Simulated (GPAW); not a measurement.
# Screening of a field by CO/Mo(100), part 2 of 2

How does CO/Mo(100) screen a perpendicular field?

GPAW 26.7.0; GPAW, PAW setups; slab in vacuum, relaxation (the session's first sound run).

So far, dipole along the normal (e·Å): step 2 (relaxation) -0.121; step 3 (plane waves, PBE) -0.121; step 4 (In a field) -0.245; step 5 (field on) -0.183.

## (6) In a field

File run.py:

```python
import json
import numpy as np
from ase import Atoms
from gpaw import GPAW, PW
from gpaw.external import ConstantElectricField

slab = Atoms(
    ['Mo', 'Mo', 'Mo', 'Mo', 'Mo', 'C', 'O'],
    positions=[
        [0.00000, 0.00000, 9.00000],
        [1.57500, 1.57500, 10.57500],
        [0.00000, 0.00000, 12.15000],
        [1.57500, 1.57500, 13.74650],
        [0.00000, -0.00000, 15.26304],
        [1.57500, 0.00000, 16.87352],
        [1.57500, -0.00000, 18.04397]],
    cell=[[3.15, 0.0, 0.0], [0.0, 3.15, 0.0], [0.0, 0.0, 27.13612]],
    pbc=[True, True, False])

slab.calc = GPAW(mode=PW(500), xc='PBE', kpts={'size': (10, 10, 1), 'gamma': True},
                 occupations={'name': 'fermi-dirac', 'width': 0.1}, nbands='160%',
                 convergence={'density': 1e-05}, maxiter=200,
                 poissonsolver={'dipolelayer': 'xy'},
                 external=ConstantElectricField(-0.05, [0, 0, 1]),
                 symmetry={'tolerance': 1e-3}, txt='slab.txt')
result = {}
energy = slab.get_potential_energy()
fermi = slab.calc.get_fermi_level()
v = slab.calc.get_electrostatic_potential().mean((0, 1)) - fermi
n = slab.calc.get_pseudo_density().mean((0, 1))
L = slab.cell[2, 2]
z = np.arange(len(v)) * L / len(v)
low, high = slab.positions[:, 2].min(), slab.positions[:, 2].max()
below, above = np.interp([low - 6.8, high + 6.8], z, v)
slopes = [np.interp(x, z, np.gradient(v, z)) for x in (low - 6.8, high + 6.8)]
eps = np.array([[slab.calc.get_eigenvalues(k, s) for k in range(len(slab.calc.get_ibz_k_points()))]
                for s in range(slab.calc.get_number_of_spins())]) - fermi
top, bottom = eps[eps < 0].max(), eps[eps > 0].min()
dipole = slab.get_dipole_moment()[2]
print(f'energy {energy:.4f} eV, Fermi level {fermi:.4f} eV, dipole {dipole:.5f} e A')
print(f'potential 6.8 A off the faces, from the Fermi level: lower {below:.4f} eV, upper {above:.4f} eV')
print(f'slope of the potential there: lower {slopes[0]:.5f}, upper {slopes[1]:.5f} eV/A')
print(f'nearest levels on the mesh: {top:.4f} and {bottom:.4f} eV')
print('magnetic moment', round(slab.get_magnetic_moment(), 3))
result.update(energy=energy, fermi=fermi, dipole=dipole, below=below, above=above, slopes=slopes, edges=[top, bottom],
              z=z.tolist(), v=v.tolist(), n=n.tolist(), positions=slab.positions.tolist(),
              forces=slab.get_forces(apply_constraint=False).tolist(), moments=slab.get_magnetic_moments().tolist())
json.dump(result, open('result.json', 'w'))
```

Launch:

```sh
$ OMP_NUM_THREADS=1 OPENBLAS_NUM_THREADS=1 python run.py
```

Output:

```text
energy -68.2053 eV, Fermi level 1.0336 eV, dipole -0.15148 e A
potential 6.8 A off the faces, from the Fermi level: lower 3.6507 eV, upper 6.4148 eV
slope of the potential there: lower -0.00091, upper 0.00024 eV/A
nearest levels on the mesh: -0.0087 and 0.0078 eV
magnetic moment 0.0
```

The job ended after 17 min (1 thread of Arm Neoverse V1, shared host; peak memory 0.77 GiB).

## (7) Field on

Changes to run.py since step 6:

```diff
@@ -23,3 +23,3 @@
                  poissonsolver={'dipolelayer': 'xy'},
-                 external=ConstantElectricField(-0.05, [0, 0, 1]),
+                 external=ConstantElectricField(0.05, [0, 0, 1]),
                  symmetry={'tolerance': 1e-3}, txt='slab.txt')
```

Output:

```text
energy -68.1935 eV, Fermi level 0.9734 eV, dipole -0.08870 e A
potential 6.8 A off the faces, from the Fermi level: lower 4.3259 eV, upper 5.9451 eV
slope of the potential there: lower -0.00092, upper 0.00024 eV/A
nearest levels on the mesh: -0.0053 and 0.0089 eV
magnetic moment 0.0
```

Wall time 16 min (1 thread); peak memory 0.77 GiB.

The electrostatic potential energy of an electron (without an applied field's), less the Fermi level, planar mean oscillates, so the rows of the table below give means over windows of 1 Å about each position, cut where the curve ends. Its maxima inside the range that stand out by 2 % of the span (Å: eV): 9.8: -7.21, 11.3: -7.78, 13.0: -7.56, 14.5: -8.55, 16.3: -1.68, 17.5: 0.131, 23.0: 5.95. Its minima: 9.0: -18.9, 10.6: -19.5, 12.1: -19.6, 13.8: -19.7, 15.2: -19.4, 16.9: -8.07, 18.0: -5.86.

The electrostatic potential energy of an electron (without an applied field's), less the Fermi level, planar mean by z; means over each step:

```
z (Å)  electrostatic potential energy of an electron (without an applied field's), less the Fermi level, planar mean (eV)
    0                                                                                                                4.63
    1                                                                                                                4.33
    2                                                                                                                4.33
    3                                                                                                                4.33
    4                                                                                                                4.32
    5                                                                                                                4.32
    6                                                                                                                4.25
    7                                                                                                                3.74
    8                                                                                                              -0.814
    9                                                                                                               -15.0
   10                                                                                                               -11.2
   11                                                                                                               -13.1
   12                                                                                                               -15.6
   13                                                                                                               -10.5
   14                                                                                                               -15.0
   15                                                                                                               -14.9
   16                                                                                                               -5.93
   17                                                                                                               -4.42
   18                                                                                                               -2.23
   19                                                                                                                5.13
   20                                                                                                                5.93
   21                                                                                                                5.94
   22                                                                                                                5.95
   23                                                                                                                5.95
   24                                                                                                                5.95
   25                                                                                                                5.95
   26                                                                                                                5.94
   27                                                                                                                5.78
```

## (8) Field on

Changes to run.py since step 7:

```diff
@@ -23,3 +23,3 @@
                  poissonsolver={'dipolelayer': 'xy'},
-                 external=ConstantElectricField(0.05, [0, 0, 1]),
+                 external=ConstantElectricField(0.1, [0, 0, 1]),
                  symmetry={'tolerance': 1e-3}, txt='slab.txt')
```

Output:

```text
energy -68.1900 eV, Fermi level 0.9430 eV, dipole -0.05719 e A
potential 6.8 A off the faces, from the Fermi level: lower 4.6654 eV, upper 5.7100 eV
slope of the potential there: lower -0.00093, upper 0.00024 eV/A
nearest levels on the mesh: -0.0038 and 0.0095 eV
magnetic moment 0.0
```

The job ended after 16 min (1 thread; peak memory 0.77 GiB).

The electrostatic potential energy of an electron (without an applied field's), less the Fermi level, planar mean oscillates, so the rows of the table below give means over windows of 1 Å about each position, cut where the curve ends. Its maxima inside the range that stand out by 2 % of the span (Å: eV): 9.8: -7.02, 11.3: -7.67, 13.0: -7.54, 14.5: -8.60, 16.3: -1.82, 17.5: -0.0621. Its minima: 9.0: -18.6, 10.6: -19.4, 12.1: -19.5, 13.8: -19.7, 15.2: -19.5, 16.9: -8.24, 18.0: -6.07.

Table of electrostatic potential energy of an electron (without an applied field's), less the Fermi level, planar mean by z; means over each step:

```
z (Å)  electrostatic potential energy of an electron (without an applied field's), less the Fermi level, planar mean (eV)
    0                                                                                                                4.86
    1                                                                                                                4.67
    2                                                                                                                4.67
    3                                                                                                                4.66
    4                                                                                                                4.66
    5                                                                                                                4.65
    6                                                                                                                4.59
    7                                                                                                                4.06
    8                                                                                                              -0.532
    9                                                                                                               -14.8
   10                                                                                                               -11.0
   11                                                                                                               -13.0
   12                                                                                                               -15.5
   13                                                                                                               -10.5
   14                                                                                                               -15.0
   15                                                                                                               -14.9
   16                                                                                                               -6.05
   17                                                                                                               -4.59
   18                                                                                                               -2.44
   19                                                                                                                4.90
   20                                                                                                                5.70
   21                                                                                                                5.71
   22                                                                                                                5.71
   23                                                                                                                5.71
   24                                                                                                                5.71
   25                                                                                                                5.71
   26                                                                                                                5.71
   27                                                                                                                5.61
```

The dipole is now -0.0572 e Å, against -0.12 in the run without a field.

## (9) Field on

Changes to run.py since step 8:

```diff
@@ -23,3 +23,3 @@
                  poissonsolver={'dipolelayer': 'xy'},
-                 external=ConstantElectricField(0.1, [0, 0, 1]),
+                 external=ConstantElectricField(0.2, [0, 0, 1]),
                  symmetry={'tolerance': 1e-3}, txt='slab.txt')
```

Output:

```text
energy -68.1877 eV, Fermi level 0.8811 eV, dipole 0.00596 e A
potential 6.8 A off the faces, from the Fermi level: lower 5.3477 eV, upper 5.2408 eV
slope of the potential there: lower -0.00097, upper 0.00024 eV/A
nearest levels on the mesh: -0.0006 and 0.0106 eV
magnetic moment 0.0
```

The job ended after 16 min (1 thread; peak memory 0.77 GiB).

The electrostatic potential energy of an electron (without an applied field's), less the Fermi level, planar mean oscillates, so the rows of the table below give means over windows of 1 Å about each position, cut where the curve ends. Its maxima inside the range that stand out by 2 % of the span (Å: eV): 9.8: -6.64, 11.3: -7.45, 13.0: -7.48, 14.5: -8.69, 16.3: -2.10, 17.5: -0.447. Its minima: 9.0: -18.2, 10.6: -19.1, 12.1: -19.4, 13.8: -19.7, 15.2: -19.7, 16.9: -8.56, 18.0: -6.49.

The electrostatic potential energy of an electron (without an applied field's), less the Fermi level, planar mean by z; means over each step:

z (Å), electrostatic potential energy of an electron (without an applied field's), less the Fermi level, planar mean (eV) and a bar from the least value:
```
        0        5.3 ##############################
        1        5.3 ##############################
        2        5.3 ##############################
        3        5.3 ##############################
        4        5.3 ##############################
        5        5.3 ##############################
        6        5.3 ##############################
        7        4.7 #############################
        8        0.0 ######################
        9      -14.3 ##
       10      -10.7 #######
       11      -12.7 ####
       12      -15.4 
       13      -10.4 #######
       14      -15.1 
       15      -15.1 
       16       -6.3 #############
       17       -4.9 ###############
       18       -2.9 ##################
       19        4.4 #############################
       20        5.2 ##############################
       21        5.2 ##############################
       22        5.2 ##############################
       23        5.2 ##############################
       24        5.2 ##############################
       25        5.2 ##############################
       26        5.2 ##############################
       27        5.3 ##############################
```

The dipole is now 0.00596 e Å, against -0.12 in the run without a field.

## (10) Field on

Changes to run.py since step 9:

```diff
@@ -23,3 +23,3 @@
                  poissonsolver={'dipolelayer': 'xy'},
-                 external=ConstantElectricField(0.2, [0, 0, 1]),
+                 external=ConstantElectricField(0.3, [0, 0, 1]),
                  symmetry={'tolerance': 1e-3}, txt='slab.txt')
```

Output:

```text
energy -68.1917 eV, Fermi level 0.8177 eV, dipole 0.06936 e A
potential 6.8 A off the faces, from the Fermi level: lower 6.0353 eV, upper 4.7722 eV
slope of the potential there: lower -0.00102, upper 0.00024 eV/A
nearest levels on the mesh: -0.0080 and 0.0027 eV
magnetic moment 0.0
```

Run time: 17 min. Hardware: 1 thread; peak memory 0.77 GiB.

The dipole is now 0.0694 e Å, against -0.12 in the run without a field.

## (11) The series

The members are put on one axis.

This step: induced dipole against applied field (GPAW 26.7.0).

Dipole along the normal against field:

```
field (V/Å)  dipole along the normal (e·Å)
     -0.200                         -0.245
     -0.100                         -0.183
     -0.050                         -0.151
      0.000                         -0.121
      0.050                        -0.0887
      0.100                        -0.0572
      0.200                        0.00596
      0.300                         0.0694
```

## (12) A changed run

One more run, with changed settings.

This step: GPAW, PAW setups; slab in vacuum (GPAW 26.7.0).

Changes to run.py since step 10:

```diff
@@ -4,3 +4,2 @@
 from gpaw import GPAW, PW
-from gpaw.external import ConstantElectricField
 
@@ -17,3 +16,3 @@
     cell=[[3.15, 0.0, 0.0], [0.0, 3.15, 0.0], [0.0, 0.0, 27.13612]],
-    pbc=[True, True, False])
+    pbc=[True, True, True])
 
@@ -21,5 +20,4 @@
                  occupations={'name': 'fermi-dirac', 'width': 0.1}, nbands='160%',
-                 convergence={'density': 1e-05}, maxiter=200,
+                 convergence={'density': 1e-05}, maxiter=50,
                  poissonsolver={'dipolelayer': 'xy'},
-                 external=ConstantElectricField(0.3, [0, 0, 1]),
                  symmetry={'tolerance': 1e-3}, txt='slab.txt')
```

Output:

```text
AssertionError
```

Run time: 0.91 s. Hardware: 1 thread; peak memory 0.17 GiB.

The program refused the input before any cycle.

The fault put into the input: a dipole layer in a cell that repeats along the normal (pbc_z = true).

## (13) Summary of results

* work function, upper and lower face: 6.180 and 3.988 eV
* dipole along the normal: -0.121 e Å
* induced dipole per field: 0.629 e Å per V/Å
* out-of-plane polarisability per area, α/(ε0 A): 11.5 Å

The field induces 0.629 e Å per V/Å, a polarisable thickness α/(ε0 A) of 11.5 Å beside 9.04 Å between the outermost nuclei. A perfect conductor would give the distance between its two image planes; a dielectric of thickness t gives t(1 - 1/ε). The two faces differ by 2.2 eV, the step that the slab's dipole makes (e p/(ε0 A) gives 2.2 eV), so the dipole layer is needed. The induced dipole is linear in the field over this range. The cell of 9.92 Å² holds one CO, started on one chosen site; other sites and coverages weren't tried. The in-plane lattice was kept as typed, which isn't the functional's own and leaves some strain; spin-orbit coupling and temperature are left out.

[Logs are printed without paths, hosts, clocks, repeated set-up lines and the standing remarks that a program may print on its own settings, such as how far it seeks lower states.]

[Hosts, paths, dates, database ids (printed as entryN), source tags and the programs' standing remarks are cut or masked in the printed files.]
